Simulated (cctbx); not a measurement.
## Diagnosing a refinement

Cell a = 7.6730 Å, b = 7.5400 Å, c = 15.3390 Å, α = 90.00°, β = 96.18°, γ = 90.00°; space group P2_1/c (no. 14).

Simulated single-crystal data (cctbx): Cu Kα, λ = 1.54184 Å, to d = 0.83 Å, 70 % of the full sphere, strongest reflection 70000 counts, noise from counting, a 3 % proportional error and a noise floor of 8 counts (s.d.); no absorption, and some extinction, which the refinements don't model.

An anisotropic refinement with weights 1/σ² prints:

```text
Rint 0.023, 1585 unique reflections to 0.83 A
cycle     R1     wR2    GooF  max shift (A)
   1  0.0492  0.1502   5.411   0.00598
   2  0.0494  0.1478   5.325   0.00000
final R1 0.0494 wR2 0.1478 GooF 5.325  parameters 45  data/parameter 35.2
atom        x        y        z      Ueq    occ   su(xyz)  su(Uiso or U11)
Tl1    0.74843  0.50420  0.13892   0.0030  1.000  0.00008  0.0004
I1     0.58881  0.88367  0.22581   0.0041  1.000  0.00013  0.0005
I2     0.13765  0.86385  0.59215   0.0031  1.000  0.00013  0.0005
I3     0.57084  0.74713  0.47178   0.0035  1.000  0.00012  0.0005
Al1    0.24167  0.35619  0.13865   0.0070  1.000  0.00067  0.0023
difference map: max 20.89 min -1.19 rms 0.65
Q1    0.0086  0.1501  0.1604    4   21.39  2.42 A from Al1
Q2    0.2564  0.0038  0.3655    4    2.90  0.07 A from Tl1
Q3    0.1432  0.6518  0.0988    4    2.64  0.16 A from I2
Q4    0.4335  0.1145  0.7816    4    2.54  0.20 A from I1
Q5    0.4340  0.2381  0.0395    4    2.23  0.19 A from I3
Q6    0.2748  0.1761  0.6448    4    1.14  0.36 A from Al1
```

Q: Accept it or mend it, and why?

Mend it. The fault: an atom left out, F at (0.0085, 0.3499, 0.6605). Against the right model at the same level, R1 goes from 0.0107 to 0.0494 and GooF from 0.93 to 5.33 and the top difference peak, 21.4 e/Å³, lies 2.42 Å from Al1. Q1 is the missing atom. With scattering power missing, scale and phases suffer, so peaks may also grow on the heavy atoms.

The compound is AlTlI3F. The right model at the same level gives:

```text
Rint 0.023, 1585 unique reflections to 0.83 A
cycle     R1     wR2    GooF  max shift (A)
   1  0.0108  0.0261   0.944   0.00042
   2  0.0107  0.0258   0.931   0.00000
final R1 0.0107 wR2 0.0258 GooF 0.931  parameters 54  data/parameter 29.4
atom        x        y        z      Ueq    occ   su(xyz)  su(Uiso or U11)
Tl1    0.74840  0.50421  0.13891   0.0041  1.000  0.00001  0.0001
I1     0.58847  0.88381  0.22571   0.0050  1.000  0.00002  0.0001
I2     0.13769  0.86369  0.59220   0.0039  1.000  0.00002  0.0001
I3     0.57077  0.74703  0.47170   0.0046  1.000  0.00002  0.0001
Al1    0.24236  0.35606  0.13887   0.0067  1.000  0.00011  0.0004
F1     0.00852  0.34989  0.66055   0.0088  1.000  0.00022  0.0008
difference map: max 0.58 min -0.75 rms 0.17
Q1    0.0982  0.0114  0.9885    4    0.60  2.64 A from F1
Q2    0.1076  0.0024  0.4443    4    0.60  1.78 A from Tl1
Q3    0.1928  0.1775  0.8550    4    0.57  2.24 A from I1
Q4    0.2550  0.5746  0.3870    4    0.54  2.15 A from F1
Q5    0.0391  0.6536  0.2213    4    0.54  1.89 A from F1
Q6    0.4845  0.7447  0.3772    4    0.53  1.53 A from I3
```

The model is made up (kin elements in a known structure type, no relaxation), so it says nothing on whether the phase exists.

[Middle refinement cycles are left out of these outputs.]

[Logs are printed without paths, hosts, clocks, repeated set-up lines and the standing remarks that a program may print on its own settings, such as how far it seeks lower states.]
